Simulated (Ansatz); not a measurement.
# LiCu2Se2: relaxing a made-up structure, part 2 of 2

Starting from a made-up structure for LiCu2Se2, the aim is the relaxed cell, its shortest contacts and, where a second run follows, its electronic structure.

Ansatz 0.2.0; DFT, PBEsol, plane-wave PAW, files of the set soft_1, scalar-relativistic, ferromagnetic start, cell and ions relaxed at zero pressure; PAW set soft_1 (the session's first sound run).

So far: Starting point; Relaxing cell and atoms. The relaxed cell has a = 3.660, c = 13.141 Å (conventional setting).

## 3. Bands of the relaxed cell

A second self-consistent run takes a narrower smearing and the mesh shown in its input; the bands follow along the standard path of the relaxed lattice.

This step: DFT, PBEsol, plane-wave PAW, files of the set soft_1, scalar-relativistic, no spin, bands and density of states at the relaxed cell; PAW set soft_1 (Ansatz 0.2.0).

File input.yaml:

```yaml
crystal:
  lattice:
    - [-1.8298073187, 1.8298073187, 6.5703242899]
    - [1.8298073187, -1.8298073187, 6.5703242899]
    - [1.8298073187, 1.8298073187, -6.5703242899]
  atoms:
    - { symbol: Se, position: [0.6270659233, 0.6270659233, 0.0] }
    - { symbol: Se, position: [0.3729340767, 0.3729340767, 0.0] }
    - { symbol: Cu, position: [0.25, 0.75, 0.5] }
    - { symbol: Cu, position: [0.75, 0.25, 0.5] }
    - { symbol: Li, position: [0.0, 0.0, 0.0] }
kpoints:
  mp_grid: { grid: [12, 12, 12] }
  band_path:
    path:
      - [[0.0, 0.0, 0.0], [-0.5, 0.5, 0.0], [-0.5, 0.5, -0.03877994], [-0.26938997, 0.26938997, -0.26938997], [0.0, 0.0, 0.0], [0.5, 0.5, -0.5], [0.26938997, 0.73061003, -0.73061003], [0.0, 0.5, -0.5], [-0.25, 0.75, -0.25], [0.03877994, 0.96122006, -0.5], [0.5, 0.5, -0.5]]
      - [[-0.5, 0.5, 0.0], [-0.25, 0.75, -0.25]]
    npoints: 7
scf:
  occupations: { method: fermi_dirac, width: 0.03 }
  n_extra_bands: 9
hamiltonian:
  xc: pbesol
  pseudopotentials: { kind: paw, azcp: { folder: soft_1 }, xc_functional: pbe }
output:
  forces: true
  stress: true
  write_bands: true
  dos: { projected: true }
  write_density: true
  write_potential: true
  elf: true
  volumetric_format: npy
```

Launch:

```
> ansatz run input.yaml --threads 4 --pin off --max-ram 8192MiB --backend cpu --events-out ev --progress --plain --runs-dir out
```

Numbers of over 12 decimals in the logs are rounded to 6 here.

The program printed:

```text
[...]
Crystal: 5 atoms, lattice volume = 87.995 Å³
Basis set: ecut = 420 eV, 1721 PW (Γ), FFT grids on a1−a2, a2, a1+a3, exchange–correlation on 72×96×50 points (8 copies of the dense FFT grid, shifted against one another)
Bands: 46, of which v1, the nominal top of the filled ones, is band 37 counted from 1 (36 counted from 0)
Symmetry: 16 space group operations
[...]
k-points: 163 of 1728
[...]
SCF iter   1: F=—  HF=-24231.705087 eV  |F-HF|=—  |Δ(HF+E_count)|=         —  Δρ=5.07e-2  dr2=4.51e0  ethr=3.10e-3  ⟨swp⟩=5.5  Hψ=26220  notcnv=0
[...]
SCF iter   9: F=-24230.944563 eV  HF=-24230.944563 eV  |F-HF|=3.64e-11  |Δ(HF+E_count)|=   3.93e-8  Δρ=5.61e-6  dr2=2.56e-8  ethr=1.37e-10  ⟨swp⟩=13.7  Hψ=60948  notcnv=0
SCF 1 converged in 9 iterations: F = -24230.944563 eV  dr2 = 2.56e-8
  Residual-converged pass: ⟨swp⟩=1.0  Hψ=8150  notcnv=0  max |occ|·‖R‖ = 7.1e-9 eV (tolerance 1.0e-8 eV)  dr2=2.56e-8  dr2_onsite=5.66e-9  max |Δocc| = 4.6e-11
[...]
NSCF: frozen V_eff on 79 k-points
SCF converged after 9 iterations
Free energy (F): -24230.944563 eV
[...]
Internal energy: -24230.938054 eV  (E = F + TS)
E sigma→0 (E₀):  -24230.941308 eV
Entropy (-TS):   -0.006508 eV (-1.302 meV/atom)
Fermi energy:    9.105817 eV
[...]
--- Forces (eV/Å), atoms counted from 1 ---
  atom   1  Se     0.00000000    -0.00000000     0.01490670
  atom   2  Se     0.00000000     0.00000000    -0.01490670
  atom   3  Cu     0.00000000     0.00000000     0.00000000
  atom   4  Cu     0.00000000    -0.00000000     0.00000000
  atom   5  Li     0.00000000     0.00000000     0.00000000
  max |Σ_I F_I| component: 6.94e-18 eV/Å
--- Stress (GPa, compression-positive) ---
       -0.066678       0.000000       0.000000
        0.000000      -0.066678       0.000000
        0.000000       0.000000       0.047145
  P = ⅓ Tr σ = -0.0287 GPa (-0.287 kbar)
--- Band table (eV; the first three rows and the last of 163) ---
  k-point 0: bands = [... 33 lower, 7.8843, 8.9187, 9.3370, 9.3370, 10.4424, 12.5775, 14.2298, 14.2690, ... 5 higher]
  k-point 1: bands = [... 33 lower, 8.0913, 8.8922, 8.9988, 9.0064, 11.1269, 13.1519, 14.5855, 14.7667, ... 5 higher]
  k-point 2: bands = [... 33 lower, 8.1693, 8.3454, 8.4058, 9.0801, 12.1858, 14.4859, 14.6827, 14.8248, ... 5 higher]
  k-point 162: bands = [... 33 lower, 7.7035, 7.8026, 9.8178, 9.8178, 11.8930, 12.1226, 13.7981, 14.6479, ... 5 higher]
```

Run time: 19 s. Hardware: 4 threads of Arm Neoverse V1, shared host; peak memory 0.76 GiB.

Numbers from this step:

```yaml
free_energy: -24230.9446 eV
energy_at_zero_smearing: -24230.9413 eV
smearing_term_ts: 0.006508 eV
fermi_energy: 9.106 eV
pressure: -0.02874 GPa
```

bands.tsv at the labelled points (eV, zero at the Fermi level; the bands that come nearest the Fermi level along the path):

```tsv
point	band 34	band 35	band 36	band 37	band 38	band 39	band 40	band 41
Γ	-1.22	-0.19	0.23	0.23	1.34	3.47	5.12	5.16
X	-2.08	-2.08	-1.20	-0.98	2.44	2.75	3.51	4.31
Y	-2.08	-2.00	-1.20	-0.91	2.47	2.76	3.51	4.25
S	-1.33	-0.61	0.00	0.46	1.93	4.56	4.58	6.54
Γ	-1.22	-0.19	0.23	0.23	1.34	3.47	5.12	5.16
Z	-1.40	-1.30	0.71	0.71	2.79	3.02	4.69	5.54
S1	-1.33	-0.61	0.00	0.46	1.93	4.56	4.58	6.54
N	-1.16	-0.87	0.09	0.37	2.97	3.00	5.54	5.75
P	-2.08	-2.08	-1.07	-1.07	2.95	3.03	3.03	3.20
Y1	-2.08	-2.00	-1.20	-0.91	2.47	2.76	3.51	4.25
Z	-1.40	-1.30	0.71	0.71	2.79	3.02	4.69	5.54
X	-2.08	-2.08	-1.20	-0.98	2.44	2.75	3.51	4.31
P	-2.08	-2.08	-1.07	-1.07	2.95	3.03	3.03	3.20
```

Electrostatic potential energy in the ac plane of the conventional cell at fractional y = 0.000, with atoms of Se and Cu and Li within 0.2 Å of it. With pseudopotentials it is smooth inside the atoms' cores, unlike the true potential.

Ten even steps from '0' (-47 eV) to '9' (13 eV), each cell a mean:
```
45789999999864
88999999999998
99999999999999
99999999999999
99998654579999
99985100026999
99986200137999
66788877788766
99668999997679
88678999998678
77899999999987
99999999999999
99999999999999
67789999999876
99668999998679
98678999998678
77788654578877
99985100026999
99986200137999
99999877789999
99999999999999
99999999999999
78899999999987
24689999999853
```
Columns run along a (3.7 Å; values clipped at the 3rd and 97th percentile), rows up along c (13.1 Å), edges of the conventional cell, whose origin can differ from the input's. Atoms in or near the plane, at fractional coordinates: Se at (0.00, 0.63), Se at (0.00, 0.37), Cu at (0.50, 0.25), Cu at (0.50, 0.75), Li at (0.00, 0.00).

Valence density in the ac plane of the conventional cell at fractional y = 0.000, with atoms of Se and Cu and Li within 0.2 Å of it. It is the smooth field of the valence electrons, not physical close to the nuclei.

Ten steps, logarithmic in the rise over the least value, from '0' (0 e/Å³) to '9' (44 e/Å³), each cell a mean:
```
43000000000014
00000000000000
00000000000000
00000000000000
00001234310000
00012699842000
11112588741111
32211122111123
97421000011258
86311000001247
21100000000111
00000000000000
00000000000000
32110000000122
97321000001258
86321000011247
21111234311112
00012699842100
00012588741000
00000122110000
00000000000000
00000000000000
00000000000000
54100000000025
```
Columns run along a (3.7 Å), rows up along c (13.1 Å), edges of the conventional cell, whose origin can differ from the input's. Atoms in or near the plane, at fractional coordinates: Se at (0.00, 0.63), Se at (0.00, 0.37), Cu at (0.50, 0.25), Cu at (0.50, 0.75), Li at (0.00, 0.00).

ELF in the ac plane of the conventional cell at fractional y = 0.000, with atoms of Se and Cu and Li within 0.2 Å of it. It is the smooth field of the valence electrons, not physical close to the nuclei.

Values in units of 1e-1, 24 rows by 14 columns, each cell a mean:
```
7.6 5.7 1.5 0.2 0.4 0.7 0.7 0.7 0.7 0.6 0.3 0.3 3.2 6.7
0.6 0.4 0.3 0.6 0.9 1.0 1.1 1.1 1.1 1.0 0.7 0.4 0.3 0.5
0.3 0.4 0.6 0.9 1.1 1.3 1.5 1.5 1.4 1.3 1.0 0.8 0.5 0.3
0.4 0.6 0.9 1.2 1.5 1.6 1.6 1.6 1.6 1.6 1.4 1.1 0.7 0.5
0.9 1.0 1.4 1.6 1.6 1.6 1.7 1.7 1.6 1.6 1.6 1.6 1.3 1.0
1.9 1.9 1.8 1.7 1.6 2.0 4.0 5.2 3.2 1.7 1.6 1.7 1.8 1.9
4.7 4.5 3.6 2.3 1.6 1.8 3.0 3.7 2.5 1.6 1.8 2.7 4.0 4.6
5.9 6.3 6.6 5.6 3.7 2.1 1.6 1.6 1.7 2.5 4.4 6.1 6.6 6.2
1.9 3.6 6.5 7.4 6.5 4.1 2.2 1.7 2.7 5.2 7.0 7.3 5.5 2.8
4.6 5.8 7.4 7.8 7.0 4.6 2.1 1.4 2.8 5.7 7.4 7.8 6.8 5.2
7.6 7.5 7.3 6.7 5.4 3.2 1.5 1.0 1.9 4.1 6.0 7.0 7.4 7.5
2.9 2.9 2.7 2.3 1.8 1.2 0.7 0.6 0.9 1.4 2.0 2.5 2.8 2.9
4.7 4.6 4.2 3.6 2.7 1.6 0.9 0.7 1.1 2.0 3.1 3.8 4.4 4.6
7.5 7.7 7.9 7.4 6.3 3.8 1.7 1.1 2.2 4.9 6.8 7.7 7.8 7.7
2.9 4.5 6.9 7.7 7.0 4.6 2.2 1.5 2.9 5.8 7.4 7.6 6.1 3.8
2.9 4.4 6.7 7.2 5.9 3.5 2.0 1.6 2.4 4.5 6.5 7.2 5.9 3.8
6.2 6.3 5.9 4.5 2.7 1.7 1.7 1.7 1.7 2.0 3.3 5.1 6.2 6.2
3.6 3.4 2.7 1.9 1.6 2.0 4.0 5.2 3.2 1.6 1.6 2.1 3.1 3.5
1.4 1.5 1.6 1.7 1.7 1.8 3.0 3.7 2.5 1.7 1.7 1.7 1.6 1.5
0.7 0.9 1.2 1.5 1.6 1.6 1.6 1.6 1.6 1.6 1.6 1.4 1.1 0.8
0.4 0.5 0.8 1.1 1.4 1.6 1.6 1.7 1.6 1.5 1.3 1.0 0.6 0.4
0.2 0.3 0.5 0.8 1.1 1.2 1.3 1.4 1.3 1.2 1.0 0.7 0.4 0.3
2.0 1.2 0.3 0.4 0.7 0.9 1.0 1.0 1.0 0.9 0.6 0.3 0.5 1.4
9.2 7.7 2.5 0.2 0.3 0.6 0.6 0.6 0.6 0.5 0.2 0.4 4.6 8.6
```
Columns run along a (3.7 Å), rows up along c (13.1 Å), edges of the conventional cell, whose origin can differ from the input's. Atoms in or near the plane, at fractional coordinates: Se at (0.00, 0.63), Se at (0.00, 0.37), Cu at (0.50, 0.25), Cu at (0.50, 0.75), Li at (0.00, 0.00).

## 4. What came out

```
space group, relaxed : I4/mmm
conventional cell    : a = 3.660, b = 3.660, c = 13.141 Å; α = 90.0°, β = 90.0°, γ = 90.0°
volume per atom      : 17.60 Å³ (guess 16.79)
total moment         : 0.00 μB in the cell of 5 atoms
```

What this shows: LiCu2Se2 relaxes to I4/mmm with a = 3.660, b = 3.660 and c = 13.141 Å. The guessed volume was 5 % too small. The space group I4/mmm was held in the relaxation, so the end point is a stationary structure within it and may be a saddle against distortions or other arrangements. The moments died out from this one start and weren't seeded again at the relaxed cell. Bands cross the Fermi level, so it is a metal or semimetal at this level. The electron count is odd, which forces that without spin polarisation or a larger cell. On the 12×12×12 mesh with the narrower smearing (relaxed on 10×10×10) the largest force component is 0.015 eV/Å and the largest stress component is 0.067 GPa, against the relaxation's thresholds of 0.015 eV/Å and 0.05 GPa. The cutoff wasn't tested. No dispersion term is used, so weakly bound directions may come out too long. Nothing here tests whether the compound is stable against decomposition.

[Logs are printed without paths, hosts, clocks, repeated set-up lines and the standing remarks that a program may print on its own settings, such as how far it seeks lower states.]

[Hosts, paths, dates, database ids (printed as entryN), source tags and the programs' standing remarks are cut or masked in the printed files.]
